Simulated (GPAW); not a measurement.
# Polarising 1T-PdSTe monolayer with a field along the normal

The dipole of the cell at several fields, atoms fixed. What does the strongest field give, and what length does the slope stand for?

Set-up. GPAW 26.7.0, plane waves (400 eV), PAW setups, PBE, 9×9 mesh, a dipole layer in the vacuum; geometry relaxed without an applied field with GPAW. The cell's area is 12.51 Å², and e/ε0 = 180.95 V Å.

Results, with one row withheld:

```
field (V/Å)  dipole (e Å)
       −0.2       −0.1706
       −0.1       −0.1361
      −0.05       −0.1188
       0.05       −0.0841
        0.1       −0.0668
        0.2       −0.0320
        0.3             ?
```

To predict: What is the dipole at 0.3 V/Å?

Worked answer. A line through the 6 points has the slope α = 0.347 e Å per V/Å and the intercept p₀ = −0.1014 e Å (r.m.s. residual 7.2e−05). At 0.3 V/Å it gives p = −0.1014 + 0.347 × 0.3 = 0.0026 e Å; the run gives 0.0029 e Å, so the response stays linear to 0.3 % of the induced part. Dividing by ε0 and the area: α/(ε0 A) = 0.347 × 180.95 / 12.51 = 5.01 Å, against 2.62 Å between the outer nuclei.

**Limits.** This is the electronic response alone; ions that move would add to it in polar layers. No run was spin-polarised, so magnetic states weren't tested. Spin-orbit coupling is left out, which matters for the heavier atoms here. Layers with unlike faces were relaxed with their cell in a fully periodic cell without the dipole layer, so their atoms felt a small spurious field.

[Logs are printed without paths, hosts, clocks, repeated set-up lines and the standing remarks that a program may print on its own settings, such as how far it seeks lower states.]
